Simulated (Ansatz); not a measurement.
# Phonons of SiNi (Pnma) against volume, part 2 of 3

Wanted: Grüneisen parameters and pressure coefficients of the modes of SiNi (Pnma).

Ansatz 0.2.0; DFT PBEsol, scalar-relativistic, plane waves, PAW; PAW set soft_1.

So far: Set-up; Bringing the structure to rest.

**3. Tight relaxation**

Phonons need small forces and stress, so the relaxation is finished with tight tolerances on 8×12×6 k points.

input.yaml reads:

```yaml
crystal:
  lattice:
    - [5.0877219416, 0.0, 0.0]
    - [0.0, 3.3580197337, 0.0]
    - [0.0, 0.0, 5.5274181506]
  atoms:
    - { symbol: Si, position: [0.3214050015, 0.75, 0.0865826753] }
    - { symbol: Si, position: [0.1785949985, 0.25, 0.5865826753] }
    - { symbol: Si, position: [0.8214050015, 0.75, 0.4134173247] }
    - { symbol: Si, position: [0.6785949985, 0.25, 0.9134173247] }
    - { symbol: Ni, position: [0.0092924689, 0.25, 0.1873945699] }
    - { symbol: Ni, position: [0.4907075311, 0.75, 0.6873945699] }
    - { symbol: Ni, position: [0.5092924689, 0.25, 0.3126054301] }
    - { symbol: Ni, position: [0.9907075311, 0.75, 0.8126054301] }
kpoints:
  mp_grid: { grid: [8, 12, 6] }
hamiltonian:
  xc: pbesol
  pseudopotentials: { kind: paw, azcp: { folder: soft_1 }, xc_functional: pbe }
scf:
  occupations: { method: methfessel_paxton, width: 0.2 }
output:
  forces: true
  stress: true
  eigenvalues: true
relax:
  adjacent_minimum: "off"
  f_tol: 0.001
  max_steps: 60
  cell: { stress_tol: 0.01 }
```

Run with:

```
$ ansatz run input.yaml --threads 4 --pin off --max-ram 16384MiB --backend cpu --events-out ev --progress --plain --runs-dir out
```

Numbers of over 12 decimals in the logs are rounded to 6 here.

Output:

```text
[...]
Crystal: 8 atoms, lattice volume = 94.434 Å³
Basis set: ecut = 420 eV, 1845 PW (Γ), exchange–correlation on 72×48×80 points (8 copies of the dense FFT grid, shifted against one another)
Bands: 53, of which v1, the nominal top of the filled ones, is band 44 counted from 1 (43 counted from 0)
Symmetry: 8 space group operations
[...]
k-points: 140 of 576
[...]
atoms:
    - { symbol: Si, position: [0.321345, 0.750000, 0.086864] }
    - { symbol: Si, position: [0.178655, 0.250000, 0.586864] }
    - { symbol: Si, position: [0.821345, 0.750000, 0.413136] }
    - { symbol: Si, position: [0.678655, 0.250000, 0.913136] }
    - { symbol: Ni, position: [0.00934283, 0.250000, 0.187280] }
    - { symbol: Ni, position: [0.490657, 0.750000, 0.687280] }
    - { symbol: Ni, position: [0.509343, 0.250000, 0.312720] }
    - { symbol: Ni, position: [0.990657, 0.750000, 0.812720] }
[key lines of the parts left out:]
SCF converged after 6 iterations
Free energy (F): -25710.631546 eV
Fermi energy:    14.992741 eV
P = ⅓ Tr σ = 0.0015 GPa (0.015 kbar)
```

Elapsed: 71 s, on 4 threads of Arm Neoverse V1, shared host; peak memory 0.8 GiB; 4.6 min of CPU time.

Step by step:

| step | energy less that of the first step (eV) | largest force component (eV/Å) | pressure (GPa) | volume (Å³) |
| --- | --- | --- | --- | --- |
| 1 | 0.0000 | 0.0082 | -0.01 | 94.43 |
| 2 | -0.0001 | 0.0034 | -0.01 | 94.43 |
| 3 | -0.0001 | 0.0007 | 0.00 | 94.42 |
| 4 | -0.0001 | 0.0017 | 0.00 | 94.42 |
| 5 | -0.0001 | 0.0001 | 0.00 | 94.42 |
| 6* | -0.0001 | 0.0001 | 0.00 | 94.42 |

Relaxation steps marked * repeat the geometry before them on a plane-wave basis chosen anew for their cell, so energy and pressure can jump there.

The run keeps the 8 symmetry operations that it works with, so distortions that break them were not tested.

| conventional cell, symmetrised | before | after | change |
| --- | --- | --- | --- |
| a (Å) | 5.088 | 5.088 | +0.0 % |
| b (Å) | 3.358 | 3.361 | +0.1 % |
| c (Å) | 5.527 | 5.520 | -0.1 % |
| volume (Å³/atom) | 11.80 | 11.80 | -0.0 % |

Numbers from this step:

```
pressure : 0.001500 GPa
```

The largest force component left is 0.14 meV/Å and the pressure is 0.002 GPa, within the tolerances set. The cell now holds 11.80 Å³/atom.

**4. Modes at rest**

Phonons follow from the second derivative of the energy, found here by linear response.

The modes at rest are the reference of the series.

input.yaml, the sections that differ from step 3:

```yaml
crystal:
  lattice:
    - [5.0884138245, 0.0, 0.0]
    - [0.0, 3.3614094802, 0.0]
    - [0.0, 0.0, 5.5201264167]
  atoms:
    - { symbol: Si, position: [0.3213446718, 0.75, 0.0868637443] }
    - { symbol: Si, position: [0.1786553282, 0.25, 0.5868637443] }
    - { symbol: Si, position: [0.8213446718, 0.75, 0.4131362557] }
    - { symbol: Si, position: [0.6786553282, 0.25, 0.9131362557] }
    - { symbol: Ni, position: [0.0093428295, 0.25, 0.18727988] }
    - { symbol: Ni, position: [0.4906571705, 0.75, 0.68727988] }
    - { symbol: Ni, position: [0.5093428295, 0.25, 0.31272012] }
    - { symbol: Ni, position: [0.9906571705, 0.75, 0.81272012] }
output:
  eigenvalues: true
phonons:
  method: dfpt
# kpoints, hamiltonian, scf: as in step 3
# relax: removed
```

Output:

```text
zone centre: on kpoints.mp_grid the ground state, and the responses unless they are solved on pairs of k-points, stand on 182 of the mesh's 576 k-points, reduced under 2 symmetry operations, with k and −k counted as one. Each operation leaves every solved displacement unchanged or reverses it
[...]
Crystal: 8 atoms, lattice volume = 94.418 Å³
Basis set: ecut = 420 eV, 1845 PW (Γ), exchange–correlation on 72×48×80 points (8 copies of the dense FFT grid, shifted against one another)
Bands: 53, of which v1, the nominal top of the filled ones, is band 44 counted from 1 (43 counted from 0)
Symmetry: 8 space group operations
k-points: 182 of 576 (irreducible under 2 space group operations, time reversal used)
[...]
SCF iter   1: F=—  HF=-25712.219342 eV  |F-HF|=—  |Δ(HF+E_count)|=         —  Δρ=7.73e-2  dr2=6.90e0  ethr=3.10e-3  ⟨swp⟩=7.2  Hψ=38169  notcnv=0
[...]
SCF iter  12: F=-25710.631546 eV  HF=-25710.631546 eV  |F-HF|=7.28e-12  |Δ(HF+E_count)|=  3.64e-12  S|Δr|=    0.00e0  Δρ=5.40e-8  dr2=1.92e-12  ethr=1.00e-12  ⟨swp⟩=11.9  Hψ=50930  notcnv=0
SCF 1 converged in 12 iterations: F = -25710.631546 eV  dr2 = 1.92e-12
[...]
DFPT response loops at Γ: preconditioner auto → Kerker (q_TF=auto, 2.696 Å⁻¹) (partly filled bands, converged f_vac=0.000); β = 1.00, the filter's whole step (`scf.mixing.beta` (0.50) is not read by the response loops under this deck's `scf.mixing.preconditioner`; to damp them name `kerker` or `kerker_dos`, under which they read `scf.mixing.beta`, and type it under 1.00, their step now; both keys bind the ground state too); Broyden in place of MSR1
SCF converged after 12 iterations
[...]
Free energy (F): -25710.631546 eV
[...]
Internal energy: -25710.635983 eV  (E = F + TS)
E sigma→0 (E₀):  -25710.632656 eV
Entropy (-TS):   0.004437 eV (0.555 meV/atom)
Fermi energy:    14.992741 eV
Step filling:    the computed levels leave a gap of 0.0000 eV = 0.0 smearing widths at the electron count; against every level under it full and every level over it empty, smearing changes F+E_penalty+E_count by +0.977 meV and its σ→0 estimate by -0.133 meV
[...]
--- Band table (eV; the first three rows and the last of 182) ---
  k-point 0: bands = [... 40 lower, 13.1659, 13.6274, 13.8253, 14.0423, 15.6360, 16.3768, 18.3159, 18.7696, ... 5 higher]
  k-point 1: bands = [... 40 lower, 13.3710, 13.6980, 14.0220, 14.0789, 15.8658, 16.7277, 17.7456, 19.0289, ... 5 higher]
  k-point 2: bands = [... 40 lower, 13.4124, 13.5931, 14.1705, 14.8824, 15.8182, 16.7988, 17.5313, 18.4291, ... 5 higher]
  k-point 181: bands = [... 40 lower, 13.0257, 13.0257, 13.0257, 13.0257, 17.6343, 17.6343, 17.6343, 17.6343, ... 5 higher]
--- Phonons (Γ-DFPT): 6 representative perturbations + reference, on 182 of 576 k-points (Σ response iterations 23) ---
  k mesh reduced under 2 symmetry operations, with k and −k counted as one. Each operation leaves every solved displacement unchanged or reverses it
  ASR residual: 1.667e-5 → 0.000e0 eV/Å²; symmetrization residual: 1.285e-6 eV/Å²
  ASR residual per site (eV/Å²): 1.65e-5 1.65e-5 1.65e-5 1.65e-5 1.67e-5 1.67e-5 1.67e-5 1.67e-5
  Γ frequencies (cm⁻¹): 0.00 0.00 0.00 156.72 173.56 191.50 206.62 206.68 224.75 227.34 232.58 264.95 286.39 299.48 301.64 304.82 333.01 338.04 347.53 355.69 369.83 392.81 396.96 415.09
  non-analytic LO–TO correction: not included (Born effective charges unavailable; polar crystals: no LO–TO splitting at Γ)
```

It took 4 min on 4 threads; peak memory 2.9 GiB; 15 min of CPU time.

In the SCF lines HF is the Harris–Foulkes energy and dr2 the Hartree energy of the density residual, in eV; the loop may stop once dr2 is under the threshold and the program's other checks hold. Hψ counts applications of the Hamiltonian.

Numbers from this step:

```yaml
sum_rule_residual_before_enforcement: 1.67e-5 eV/Å²
point_group: mmm
highest_optical_mode_at_the_zone_centre_no_lo_to_term: 415.1 cm⁻¹
lowest_optical_zone_centre_mode: 156.7 cm⁻¹
```

Patterns of degenerate modes are one choice out of their space. Modes at Γ, with each element's share of the kinetic energy:

| mode | frequency (cm⁻¹) | symmetry | Si % | Ni % |
| --- | --- | --- | --- | --- |
| 1 | 0.0 | acoustic | 32 | 68 |
| 2 | 0.0 | acoustic | 32 | 68 |
| 3 | 0.0 | acoustic | 32 | 68 |
| 4 | 156.7 | B1g | 26 | 74 |
| 5 | 173.6 | Au | 5 | 95 |
| 6 | 191.5 | B3u | 8 | 92 |
| 7 | 206.6 | B3g | 6 | 94 |
| 8 | 206.7 | Ag | 5 | 95 |
| 9 | 224.8 | Ag | 19 | 81 |
| 10 | 227.3 | B1u | 56 | 44 |
| 11 | 232.6 | B2g | 31 | 69 |
| 12 | 264.9 | B2g | 1 | 99 |
| 13 | 286.4 | B1u | 37 | 63 |
| 14 | 299.5 | Ag | 98 | 2 |
| 15 | 301.6 | B3u | 72 | 28 |
| 16 | 304.8 | Au | 95 | 5 |
| 17 | 333.0 | B3g | 94 | 6 |
| 18 | 338.0 | B2u | 68 | 32 |
| 19 | 347.5 | B2g | 76 | 24 |
| 20 | 355.7 | B1g | 74 | 26 |
| 21 | 369.8 | Ag | 79 | 21 |
| 22 | 392.8 | B1u | 75 | 25 |
| 23 | 397.0 | B3u | 88 | 12 |
| 24 | 415.1 | B2g | 92 | 8 |

Displacements in mode 4 (156.7 cm⁻¹), the largest set to 1:
```
Si1  0.00  0.85  0.00
Si2  0.00 -0.85  0.00
Si3  0.00  0.85  0.00
Si4  0.00 -0.85  0.00
Ni5  0.00  1.00  0.00
Ni6  0.00 -1.00  0.00
Ni7  0.00  1.00  0.00
Ni8  0.00 -1.00  0.00
```

Displacements in mode 24 (415.1 cm⁻¹), the largest set to 1:
```
Si1 -1.00  0.00 -0.46
Si2 -1.00  0.00  0.46
Si3  1.00  0.00 -0.46
Si4  1.00  0.00  0.46
Ni5 -0.22  0.00 -0.03
Ni6 -0.22  0.00  0.03
Ni7  0.22  0.00 -0.03
Ni8  0.22  0.00  0.03
```

Before it was imposed, the acoustic sum rule was missed by 1.7e-5 eV/Å². Small misses are needed for a sound result but don't prove that mesh and cutoff are converged. The lowest optical mode is real, 157 cm⁻¹.

**5. A member of the series: 1.06 times the volume at rest**

The cell is set to 1.06 times the volume at rest, and shape and atoms relax at that volume.

input.yaml, the sections that differ from step 4:

```yaml
crystal:
  lattice:
    - [5.187823836, 0.0, 0.0]
    - [0.0, 3.4125219535, 0.0]
    - [0.0, 0.0, 5.6532482782]
  atoms:
    - { symbol: Si, position: [0.3192416138, 0.75, 0.0851464222] }
    - { symbol: Si, position: [0.1807583862, 0.25, 0.5851464222] }
    - { symbol: Si, position: [0.8192416138, 0.75, 0.4148535778] }
    - { symbol: Si, position: [0.6807583862, 0.25, 0.9148535778] }
    - { symbol: Ni, position: [0.0075981037, 0.25, 0.189335594] }
    - { symbol: Ni, position: [0.4924018963, 0.75, 0.689335594] }
    - { symbol: Ni, position: [0.5075981037, 0.25, 0.310664406] }
    - { symbol: Ni, position: [0.9924018963, 0.75, 0.810664406] }
output:
  forces: true
  stress: true
  eigenvalues: true
relax:
  adjacent_minimum: "off"
  f_tol: 0.001
  max_steps: 60
  cell: { stress_tol: 0.01, fix: [volume] }
# kpoints, hamiltonian, scf: as in step 4
# phonons: removed
```

Output:

```text
[...]
Crystal: 8 atoms, lattice volume = 100.083 Å³
Basis set: ecut = 420 eV, 1953 PW (Γ), exchange–correlation on 72×48×80 points (8 copies of the dense FFT grid, shifted against one another)
Bands: 53, of which v1, the nominal top of the filled ones, is band 44 counted from 1 (43 counted from 0)
Symmetry: 8 space group operations
[...]
k-points: 140 of 576
[...]
atoms:
    - { symbol: Si, position: [0.318214, 0.75, 0.084451] }
    - { symbol: Si, position: [0.181786, 0.250000, 0.584451] }
    - { symbol: Si, position: [0.818214, 0.75, 0.415549] }
    - { symbol: Si, position: [0.681786, 0.250000, 0.915549] }
    - { symbol: Ni, position: [0.0067589, 0.250000, 0.190383] }
    - { symbol: Ni, position: [0.493241, 0.75, 0.690383] }
    - { symbol: Ni, position: [0.506759, 0.250000, 0.309617] }
    - { symbol: Ni, position: [0.993241, 0.75, 0.809617] }
[key lines of the parts left out:]
SCF converged after 7 iterations
Free energy (F): -25710.457040 eV
Fermi energy:    13.905203 eV
P = ⅓ Tr σ = -9.3538 GPa (-93.538 kbar)
```

It took 57 s on 4 threads; peak memory 0.82 GiB.

The steps of the relaxation:

| step | energy less that of the first step (eV) | largest force component (eV/Å) | pressure (GPa) | volume (Å³) |
| --- | --- | --- | --- | --- |
| 1 | 0.0000 | 0.0378 | -9.55 | 100.08 |
| 2 | -0.0009 | 0.0154 | -9.45 | 100.08 |
| 3 | -0.0012 | 0.0019 | -9.35 | 100.08 |
| 4 | -0.0012 | 0.0006 | -9.35 | 100.08 |
| 5* | -0.0012 | 0.0006 | -9.35 | 100.08 |

Relaxation steps marked * repeat the geometry before them on a plane-wave basis chosen anew for their cell, so energy and pressure can jump there.

The run keeps the 8 symmetry operations that it works with, so distortions that break them were not tested.

| conventional cell, symmetrised | before | after | change |
| --- | --- | --- | --- |
| a (Å) | 5.188 | 5.186 | -0.0 % |
| b (Å) | 3.413 | 3.407 | -0.1 % |
| c (Å) | 5.653 | 5.664 | +0.2 % |
| volume (Å³/atom) | 12.51 | 12.51 | -0.0 % |

Numbers from this step:

```yaml
pressure: -9.354 GPa
volume_per_atom: 12.51 Å³
```

The largest force component left is 0.60 meV/Å, at a pressure of -9.35 GPa.

**6. Modes of this member: 1.06 times the volume at rest**

The zone-centre modes follow for 1.06 times the volume at rest.

input.yaml, the sections that differ from step 5:

```yaml
crystal:
  lattice:
    - [5.1857417907, 0.0, 0.0]
    - [0.0, 3.4074170201, 0.0]
    - [0.0, 0.0, 5.6639910241]
  atoms:
    - { symbol: Si, position: [0.3182144979, 0.75, 0.084451444] }
    - { symbol: Si, position: [0.1817855021, 0.25, 0.584451444] }
    - { symbol: Si, position: [0.8182144979, 0.75, 0.415548556] }
    - { symbol: Si, position: [0.6817855021, 0.25, 0.915548556] }
    - { symbol: Ni, position: [0.0067589009, 0.25, 0.19038262] }
    - { symbol: Ni, position: [0.4932410991, 0.75, 0.69038262] }
    - { symbol: Ni, position: [0.5067589009, 0.25, 0.30961738] }
    - { symbol: Ni, position: [0.9932410991, 0.75, 0.80961738] }
output:
  eigenvalues: true
phonons:
  method: dfpt
# kpoints, hamiltonian, scf: as in step 5
# relax: removed
```

Output:

```text
[...]
Crystal: 8 atoms, lattice volume = 100.083 Å³
Basis set: ecut = 420 eV, 1953 PW (Γ), exchange–correlation on 72×48×80 points (8 copies of the dense FFT grid, shifted against one another)
Bands: 53, of which v1, the nominal top of the filled ones, is band 44 counted from 1 (43 counted from 0)
Symmetry: 8 space group operations
k-points: 182 of 576 (irreducible under 2 space group operations, time reversal used)
[...]
SCF iter   1: F=—  HF=-25712.243044 eV  |F-HF|=—  |Δ(HF+E_count)|=         —  Δρ=8.73e-2  dr2=8.81e0  ethr=3.10e-3  ⟨swp⟩=7.2  Hψ=37858  notcnv=0
[...]
SCF iter  12: F=-25710.457040 eV  HF=-25710.457040 eV  |F-HF|=0.00e0  |Δ(HF+E_count)|=  2.18e-11  S|Δr|=    0.00e0  Δρ=7.61e-8  dr2=4.54e-12  ethr=1.00e-12  ⟨swp⟩=11.8  Hψ=50768  notcnv=0
SCF 1 converged in 12 iterations: F = -25710.457040 eV  dr2 = 4.54e-12
[...]
SCF converged after 12 iterations
[...]
Free energy (F): -25710.457040 eV
[...]
Internal energy: -25710.464436 eV  (E = F + TS)
E sigma→0 (E₀):  -25710.458889 eV
Entropy (-TS):   0.007396 eV (0.924 meV/atom)
Fermi energy:    13.905203 eV
[...]
--- Band table (eV; the first three rows and the last of 182) ---
  k-point 0: bands = [... 40 lower, 12.0589, 12.7500, 12.7510, 12.9907, 14.5381, 15.0901, 17.2362, 17.5616, ... 5 higher]
  k-point 1: bands = [... 40 lower, 12.2855, 12.6056, 13.0020, 13.1444, 14.7374, 15.4187, 16.6064, 17.7002, ... 5 higher]
  k-point 2: bands = [... 40 lower, 12.3402, 12.5346, 13.1316, 13.8857, 14.6222, 15.6912, 16.1844, 17.1444, ... 5 higher]
  k-point 181: bands = [... 40 lower, 12.0730, 12.0730, 12.0730, 12.0730, 16.3085, 16.3085, 16.3085, 16.3085, ... 5 higher]
[...]
ASR residual: 2.518e-5 → 0.000e0 eV/Å²; symmetrization residual: 7.016e-7 eV/Å²
[...]
```

Wall time 3.9 min (4 threads); peak memory 3 GiB.

Numbers from this step:

```
sum-rule residual before enforcement                    : 2.52e-5 eV/Å²
highest optical mode at the zone centre (no LO-TO term) : 384.2 cm⁻¹
lowest optical zone-centre mode                         : 143.4 cm⁻¹
```

Patterns of degenerate modes are one choice out of their space. The modes at Γ (shares of kinetic energy by element, %):

| mode | frequency (cm⁻¹) | symmetry | Si % | Ni % |
| --- | --- | --- | --- | --- |
| 1 | 0.0 | acoustic | 32 | 68 |
| 2 | 0.0 | acoustic | 32 | 68 |
| 3 | 0.0 | acoustic | 32 | 68 |
| 4 | 143.4 | B1g | 24 | 76 |
| 5 | 153.1 | Au | 5 | 95 |
| 6 | 177.0 | B3g | 7 | 93 |
| 7 | 177.4 | B3u | 7 | 93 |
| 8 | 188.8 | Ag | 4 | 96 |
| 9 | 202.0 | Ag | 17 | 83 |
| 10 | 208.9 | B1u | 58 | 42 |
| 11 | 218.3 | B2g | 27 | 73 |
| 12 | 235.8 | B2g | 2 | 98 |
| 13 | 257.0 | B1u | 35 | 65 |
| 14 | 269.9 | Ag | 96 | 4 |
| 15 | 274.2 | B3u | 72 | 28 |
| 16 | 274.5 | Au | 95 | 5 |
| 17 | 296.6 | B3g | 93 | 7 |
| 18 | 301.6 | B2u | 68 | 32 |
| 19 | 310.4 | B1g | 76 | 24 |
| 20 | 310.5 | B2g | 79 | 21 |
| 21 | 335.9 | Ag | 82 | 18 |
| 22 | 359.8 | B1u | 75 | 25 |
| 23 | 365.3 | B3u | 89 | 11 |
| 24 | 384.2 | B2g | 93 | 7 |

The lowest optical mode is real, 143 cm⁻¹, and the highest lies at 384.2 cm⁻¹.

Between step 4 and this run (volume ratio 1.06) the value for the highest optical mode at the zone centre (no LO-TO term) moves from 415 cm⁻¹ to 384 cm⁻¹ (-7 %).

**7. A member of the series: 0.9 times the volume at rest**

The cell is set to 0.9 times the volume at rest, and shape and atoms relax at that volume.

input.yaml, the sections that differ from step 6:

```yaml
crystal:
  lattice:
    - [4.8947327307, 0.0, 0.0]
    - [0.0, 3.3090907757, 0.0]
    - [0.0, 0.0, 5.2463554772]
  atoms:
    - { symbol: Si, position: [0.326298664, 0.75, 0.0934896987] }
    - { symbol: Si, position: [0.173701336, 0.25, 0.5934896987] }
    - { symbol: Si, position: [0.826298664, 0.75, 0.4065103013] }
    - { symbol: Si, position: [0.673701336, 0.25, 0.9065103013] }
    - { symbol: Ni, position: [0.0135901992, 0.25, 0.1829040094] }
    - { symbol: Ni, position: [0.4864098008, 0.75, 0.6829040094] }
    - { symbol: Ni, position: [0.5135901992, 0.25, 0.3170959906] }
    - { symbol: Ni, position: [0.9864098008, 0.75, 0.8170959906] }
output:
  forces: true
  stress: true
  eigenvalues: true
relax:
  adjacent_minimum: "off"
  f_tol: 0.001
  max_steps: 60
  cell: { stress_tol: 0.01, fix: [volume] }
# kpoints, hamiltonian, scf: as in step 6
# phonons: removed
```

Output:

```text
[...]
Crystal: 8 atoms, lattice volume = 84.976 Å³
Basis set: ecut = 420 eV, 1667 PW (Γ), exchange–correlation on 72×48×72 points (8 copies of the dense FFT grid, shifted against one another)
Bands: 53, of which v1, the nominal top of the filled ones, is band 44 counted from 1 (43 counted from 0)
Symmetry: 8 space group operations
[...]
k-points: 140 of 576
[...]
atoms:
    - { symbol: Si, position: [0.328198, 0.750000, 0.098073] }
    - { symbol: Si, position: [0.171802, 0.250000, 0.598073] }
    - { symbol: Si, position: [0.828198, 0.750000, 0.401927] }
    - { symbol: Si, position: [0.671802, 0.250000, 0.901927] }
    - { symbol: Ni, position: [0.015448, 0.250000, 0.181342] }
    - { symbol: Ni, position: [0.484552, 0.750000, 0.681342] }
    - { symbol: Ni, position: [0.515448, 0.250000, 0.318658] }
    - { symbol: Ni, position: [0.984552, 0.750000, 0.818658] }
[key lines of the parts left out:]
SCF converged after 7 iterations
Free energy (F): -25709.989250 eV
Fermi energy:    17.114023 eV
P = ⅓ Tr σ = 23.4327 GPa (234.327 kbar)
```

Elapsed: 78 s, on 4 threads; peak memory 0.75 GiB; 5.1 min of CPU time.

Step by step:

| step | energy less that of the first step (eV) | largest force component (eV/Å) | pressure (GPa) | volume (Å³) |
| --- | --- | --- | --- | --- |
| 1 | 0.0000 | 0.0541 | 24.38 | 84.98 |
| 2 | -0.0016 | 0.0288 | 24.21 | 84.98 |
| 3 | -0.0041 | 0.0192 | 23.73 | 84.98 |
| 4 | -0.0047 | 0.0294 | 23.49 | 84.98 |
| 5 | -0.0050 | 0.0027 | 23.44 | 84.98 |
| 6 | -0.0050 | 0.0012 | 23.43 | 84.98 |
| 7 | -0.0050 | 0.0001 | 23.43 | 84.98 |
| 8* | -0.0050 | 0.0001 | 23.43 | 84.98 |

Relaxation steps marked * repeat the geometry before them on a plane-wave basis chosen anew for their cell, so energy and pressure can jump there.

Forces are held to the 8 operations that the run works with; a distortion that breaks them can't arise in this run.

| conventional cell, symmetrised | before | after | change |
| --- | --- | --- | --- |
| a (Å) | 4.895 | 4.879 | -0.3 % |
| b (Å) | 3.309 | 3.357 | +1.4 % |
| c (Å) | 5.246 | 5.189 | -1.1 % |
| volume (Å³/atom) | 10.62 | 10.62 | +0.0 % |

The atoms that moved most (Å, as changes of fractional coordinates times the final cell):

| atom | dx | dy | dz | length |
| --- | --- | --- | --- | --- |
| Si4 | -0.009 | 0.000 | -0.024 | 0.026 |
| Si2 | -0.009 | 0.000 | 0.024 | 0.026 |
| Si1 | 0.009 | 0.000 | 0.024 | 0.026 |
| Si3 | 0.009 | 0.000 | -0.024 | 0.026 |
| Ni8 | -0.009 | 0.000 | 0.008 | 0.012 |
| Ni5 | 0.009 | 0.000 | -0.008 | 0.012 |
| Ni7 | 0.009 | 0.000 | 0.008 | 0.012 |
| Ni6 | -0.009 | 0.000 | -0.008 | 0.012 |

Numbers from this step:

| Quantity | Value |
| --- | --- |
| pressure | 23.43 GPa |
| volume per atom | 10.62 Å³ |

The largest force component left is 0.050 meV/Å, at a pressure of 23.43 GPa.

(Continued in part 3 of 3.)

[Logs are printed without paths, hosts, clocks, repeated set-up lines and the standing remarks that a program may print on its own settings, such as how far it seeks lower states.]

[Hosts, paths, dates, database ids (printed as entryN), source tags and the programs' standing remarks are cut or masked in the printed files.]
